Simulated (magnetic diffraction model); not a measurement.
# Solving a magnetic structure from powder neutron data: BaMgMnCl₇

Space group P2_1/c (no. 14), a = 7.2840 Å, b = 12.3860 Å, c = 11.8680 Å, β = 93.55°.

| site | atom | x | y | z |
| --- | --- | --- | --- | --- |
| 4e | Ba | 0.7165 | 0.1807 | 0.9970 |
| 4e | Mn | 0.1958 | 0.1158 | 0.3122 |
| 4e | Cl | 0.5212 | 0.7764 | 0.7605 |
| 4e | Cl | 0.3682 | 0.5469 | 0.8695 |
| 4e | Cl | 0.7355 | 0.6827 | 0.0062 |
| 4e | Cl | 0.6192 | 0.5418 | 0.6180 |
| 4e | Cl | 0.9688 | 0.7247 | 0.7551 |
| 4e | Cl | 0.1254 | 0.9388 | 0.6266 |
| 4e | Cl | 0.1176 | 0.0408 | 0.1309 |
| 4e | Mg | 0.6900 | 0.6013 | 0.8071 |

The compound is invented for this exercise: a known structure type with other elements, its cell scaled to their sizes and not relaxed.

Only Mn is taken to order (form factors of Mn3+); orders and moment sizes are assumed, and not adapted to the symmetry. Radiation: neutrons of λ = 1.8 Å, 5° to 30°; isotropic B of 0.2 Å² (Ba), 0.3 Å² (Mn), 0.4 Å² (Cl) and 0.36 Å² (Mg). The intensities are simulated: I ∝ L Σ (|F_N|² + |F_M⊥|²) for unpolarised neutrons, with F_M = 2.695 fm/μB × Σ f(s) S exp(2πi Q·r) exp(−B s²) at Q = H ± k (one set where k and −k are equivalent), only the part normal to Q counting and L = 1/(sin²θ cos θ). For collinear order S is the moment m, which repeats by lattice and centring translations R with the sign exp(−2πi k·R). Form factors are spin-only for 3d ions and dipole or tabulated for f ions, scattering lengths are Sears's of 1992, and absorption is left out. A label names one of the reflections at its angle. The strongest nuclear line in the range is 100, and lines under 0.2 are left out.

Above the ordering temperature:

```tsv
2θ (°)	index	I
12.07	(0 1 1)	9.8
14.22	(1 0 0)	36.6
16.51	(1 1 0)	100.0
16.71	(0 2 0)	25.9
17.48	(0 0 2)	43.3
18.27	(1 1 -1)	48.9
18.88	(0 2 1)	81.3
19.11	(1 1 1)	51.3
19.39	(0 1 2)	25.9
21.90	(1 0 -2)	15.1
23.29	(1 0 2)	17.6
23.38	(1 2 -1)	44.2
23.47	(1 1 -2)	5.8
24.04	(1 2 1)	24.6
24.28	(0 2 2)	51.7
24.78	(1 1 2)	0.7
26.69	(0 3 1)	39.3
27.68	(1 2 -2)	1.7
28.67	(2 0 0)	5.3
28.80	(1 2 2)	0.4
29.04	(1 3 0)	19.0
29.91	(2 1 0)	7.3
```

Below it (cell unchanged):

```tsv
2θ (°)	I
8.71	52.1
12.07	81.8
14.22	36.6
16.23	53.4
16.51	108.6
16.71	25.9
17.16	85.0
17.48	43.3
18.27	72.0
18.88	81.4
19.11	51.4
19.39	55.5
21.90	15.1
22.01	35.6
23.29	17.6
23.38	44.5
23.47	38.5
24.04	25.1
24.28	71.2
24.78	7.2
26.35	26.5
26.69	43.1
27.68	8.2
27.68	3.3
28.67	5.3
28.80	26.8
29.04	19.4
29.48	18.1
29.91	21.3
```

**Question.** Find the propagation vector, then choose among these models:
A. collinear moments along [100], 3.57 μB on Mn; signs + at (0.1958, 0.1158, 0.3122), + at (0.8042, 0.8842, 0.6878), − at (0.1958, 0.3842, 0.8122), − at (0.8042, 0.6158, 0.1878)
B. collinear moments along [010], 3.57 μB on Mn; signs + at (0.1958, 0.1158, 0.3122), + at (0.8042, 0.8842, 0.6878), − at (0.1958, 0.3842, 0.8122), − at (0.8042, 0.6158, 0.1878)
C. collinear moments along [100], 3.57 μB on Mn; signs + at (0.1958, 0.1158, 0.3122), − at (0.8042, 0.8842, 0.6878), + at (0.1958, 0.3842, 0.8122), + at (0.8042, 0.6158, 0.1878)
D. collinear moments along [010], 3.57 μB on Mn; signs + at (0.1958, 0.1158, 0.3122), − at (0.8042, 0.8842, 0.6878), + at (0.1958, 0.3842, 0.8122), + at (0.8042, 0.6158, 0.1878)

No line moves, and magnetic intensity falls on nuclear lines such as the one at 12.07°; new lines at (0 0 1), (1 0 -1) and (1 0 1) have whole indices that obey the lattice centring, at places with no nuclear intensity to speak of, so the magnetic cell equals the chemical primitive cell: k = 0.

Magnetic intensity, observed (below minus above) and for each model:

| 2θ (°) | index | observed | A | B | C | D |
| --- | --- | --- | --- | --- | --- | --- |
| 8.33 | (0 1 0) | <0.2 | 219.5 | <0.2 | 98.4 | <0.2 |
| 8.71 | (0 0 1) | 52.1 | 52.1 | 52.1 | 89.8 | 89.8 |
| 12.07 | (0 1 1) | 72.0 | 137.8 | 72.0 | 91.1 | 47.6 |
| 16.23 | (1 0 -1) | 53.4 | 12.5 | 53.4 | 5.6 | 24.1 |
| 17.16 | (1 0 1) | 85.0 | 26.7 | 85.0 | 6.7 | 21.3 |
| 18.88 | (0 2 1) | 0.1 | 0.3 | 0.1 | 34.4 | 7.4 |
| 22.01 | (1 2 0) | 35.6 | 49.2 | 35.6 | 14.0 | 10.2 |
| 26.69 | (0 3 1) | 3.8 | 34.6 | 3.8 | 15.1 | 1.6 |

Model B matches.

The absence at (0 1 0) is telling: Q lies along the moments there, so the part normal to Q vanishes.

The structure used: k = (0 0 0), collinear moments along [010], 3.57 μB on Mn; signs + at (0.1958, 0.1158, 0.3122), + at (0.8042, 0.8842, 0.6878), − at (0.1958, 0.3842, 0.8122), − at (0.8042, 0.6158, 0.1878).

[Logs are printed without paths, hosts, clocks, repeated set-up lines and the standing remarks that a program may print on its own settings, such as how far it seeks lower states.]
